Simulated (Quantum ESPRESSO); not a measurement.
# HfN (Fm-3m): coupling and resistivity with EPW

Wanted: λ, Tc and ρ(T) of HfN (Fm-3m) from Quantum ESPRESSO and EPW.

Main program and level: Quantum ESPRESSO 7.5; DFT PBE, scalar-relativistic, plane waves, PseudoDojo 0.4.1 norm-conserving pseudopotentials.

## (1) Set-up

It takes space group Fm-3m (No. 225, cubic). The conventional cell has a = 4.512 Å, b = 4.512 Å, c = 4.512 Å, α = 90.00°, β = 90.00°, γ = 90.00°. Hf has 6 N at 2.26 Å nearest. Nearest to N lie 6 Hf at 2.26 Å. Farther neighbours and most contacts between anions are not listed.

## (2) Relaxation

The cell is relaxed under the functional used for all that follows.

File relax.in:

```
 &control
    calculation='vc-relax',
    prefix='x',
    outdir='./tmp',
    pseudo_dir='./pseudo',
    tprnfor=.true.,
    tstress=.true.,
    etot_conv_thr=1.0d-05,
    forc_conv_thr=4.0d-04,
 /
 &system
    ibrav=0,
    nat=2,
    ntyp=2,
    ecutwfc=84.0,
    occupations='smearing',
    smearing='mv',
    degauss=0.02,
 /
 &electrons
    conv_thr=1.0d-11,
 /
 &ions
 /
 &cell
    press_conv_thr=0.4,
 /
ATOMIC_SPECIES
 Hf    178.4900  Hf.upf
 N      14.0070  N.upf
CELL_PARAMETERS angstrom
     0.000000000    2.256000000    2.256000000
     2.256000000    0.000000000    2.256000000
     2.256000000    2.256000000    0.000000000
ATOMIC_POSITIONS crystal
 Hf     0.000000000   0.000000000   0.000000000
 N      0.500000000   0.500000000   0.500000000
K_POINTS automatic
 9 9 9 0 0 0
```

Started as:

```sh
$ OMP_NUM_THREADS=1 mpirun -n 8 pw.x -nk 8 -in relax.in > relax.out
```

Output:

```text
Program PWSCF v.7.5

     This program is part of the open-source Quantum ESPRESSO suite
     for quantum simulation of materials; please cite
         "P. Giannozzi et al., J. Phys.:Condens. Matter 21 395502 (2009);
         "P. Giannozzi et al., J. Phys.:Condens. Matter 29 465901 (2017);
         "P. Giannozzi et al., J. Chem. Phys. 152 154105 (2020);
     in publications or presentations arising from this work. More details at

     Message from routine setup:
     using ibrav=0 with symmetry is DISCOURAGED, use correct ibrav instead

     G-vector sticks info
     --------------------
     sticks:   dense  smooth     PW     G-vecs:    dense   smooth      PW
     Sum         847     847    253                16145    16145    2733

     Using Slab Decomposition

     bravais-lattice index     =            0
     lattice parameter (alat)  =       6.0291  a.u.
     unit-cell volume          =     154.9687 (a.u.)^3
     number of atoms/cell      =            2
     number of atomic types    =            2
     number of electrons       =        17.00
     number of Kohn-Sham states=           13
     kinetic-energy cutoff     =      84.0000  Ry
     charge density cutoff     =     336.0000  Ry
     scf convergence threshold =      1.0E-11
     mixing beta               =       0.7000
     number of iterations used =            8  plain     mixing
     energy convergence thresh.=      1.0E-05
     force convergence thresh. =      4.0E-04
     press convergence thresh. =      4.0E-01
     Exchange-correlation= PBE
                           (   1   4   3   4   0   0   0)
     nstep                     =           50

     celldm(1)=   6.029107  celldm(2)=   0.000000  celldm(3)=   0.000000
     celldm(4)=   0.000000  celldm(5)=   0.000000  celldm(6)=   0.000000

     crystal axes: (cart. coord. in units of alat)
               a(1) = (   0.000000   0.707107   0.707107 )
               a(2) = (   0.707107   0.000000   0.707107 )
               a(3) = (   0.707107   0.707107   0.000000 )
[...]
estimated scf accuracy    <       0.00001224 Ry
     estimated scf accuracy    <       0.00000041 Ry
     estimated scf accuracy    <          1.0E-09 Ry
     estimated scf accuracy    <          3.6E-10 Ry
     estimated scf accuracy    <          2.2E-10 Ry
     number of Kohn-Sham states=           13
     number of k points=    35  Marzari-Vanderbilt smearing, width (Ry)=  0.0200
     estimated scf accuracy    <       0.52654095 Ry
     estimated scf accuracy    <       0.99668216 Ry
     estimated scf accuracy    <       0.00282365 Ry
     estimated scf accuracy    <       0.00317309 Ry
     estimated scf accuracy    <       0.00044481 Ry
     estimated scf accuracy    <       0.00003738 Ry
     estimated scf accuracy    <       0.00000105 Ry
     estimated scf accuracy    <       0.00000011 Ry
     estimated scf accuracy    <       0.00000004 Ry
     estimated scf accuracy    <          1.3E-10 Ry
     estimated scf accuracy    <          6.0E-11 Ry
     estimated scf accuracy    <          1.8E-12 Ry
     estimated scf accuracy    <          1.4E-13 Ry
     the Fermi energy is    18.4658 ev
!    total energy              =    -133.82586221 Ry
     estimated scf accuracy    <          3.4E-14 Ry
     convergence has been achieved in  14 iterations
          total   stress  (Ry/bohr**3)                   (kbar)     P=        0.06
   JOB DONE.
```

Elapsed: 12 s, on 8 MPI ranks of Arm Neoverse V2, shared host.

Numbers from this step:

* free energy: -1820.7936 eV
* pressure: 0.006000 GPa
* volume per atom: 11.73 Å³/atom

The volume ends at 11.73 Å³ an atom, +2.1 % from the start.

## (3) Ground state

Linear response needs a tightly converged ground state.

File scf.in:

```
 &control
    calculation='scf',
    prefix='x',
    outdir='./tmp',
    pseudo_dir='./pseudo',
    tprnfor=.true.,
    tstress=.true.,
 /
 &system
    ibrav=0,
    nat=2,
    ntyp=2,
    ecutwfc=84.0,
    occupations='smearing',
    smearing='mv',
    degauss=0.02,
 /
 &electrons
    conv_thr=1.0d-12,
 /
ATOMIC_SPECIES
 Hf    178.4900  Hf.upf
 N      14.0070  N.upf
CELL_PARAMETERS angstrom
     0.000000000    2.271886400    2.271886400
     2.271886400    0.000000000    2.271886400
     2.271886400    2.271886400    0.000000000
ATOMIC_POSITIONS crystal
 Hf     0.000000000   0.000000000   0.000000000
 N      0.500000000   0.500000000   0.500000000
K_POINTS automatic
 9 9 9 0 0 0
```

Started as:

```sh
$ OMP_NUM_THREADS=1 mpirun -n 8 pw.x -nk 8 -in scf.in > scf.out
```

Output:

```text
[banner, memory and clock lines left out]
[...]
number of Kohn-Sham states=           13
     number of k points=    35  Marzari-Vanderbilt smearing, width (Ry)=  0.0200
     estimated scf accuracy    <       0.54313024 Ry
     estimated scf accuracy    <       1.04903102 Ry
     estimated scf accuracy    <       0.00370359 Ry
     estimated scf accuracy    <       0.00202619 Ry
     estimated scf accuracy    <       0.00011570 Ry
     estimated scf accuracy    <       0.00002423 Ry
     estimated scf accuracy    <       0.00001599 Ry
     estimated scf accuracy    <       0.00000060 Ry
     estimated scf accuracy    <          9.3E-09 Ry
     estimated scf accuracy    <          3.1E-10 Ry
     estimated scf accuracy    <          4.7E-10 Ry
     estimated scf accuracy    <          7.0E-12 Ry
     the Fermi energy is    18.4658 ev
!    total energy              =    -133.82586221 Ry
     estimated scf accuracy    <          3.4E-13 Ry
     convergence has been achieved in  13 iterations
          total   stress  (Ry/bohr**3)                   (kbar)     P=        0.06
```

The job ended after 3.7 s (8 MPI ranks).

This step gave:

```
Fermi energy : 18.47 eV
```

The Fermi level lies at 18.47 eV and the pressure is 0.0060 GPa.

[end of part 1 of 5]

[The logs of pw.x and epw.x are selected lines.]

[Logs are printed without paths, hosts, clocks, repeated set-up lines and the standing remarks that a program may print on its own settings, such as how far it seeks lower states.]

[Hosts, paths, dates, database ids (printed as entryN), source tags and the programs' standing remarks are cut or masked in the printed files.]
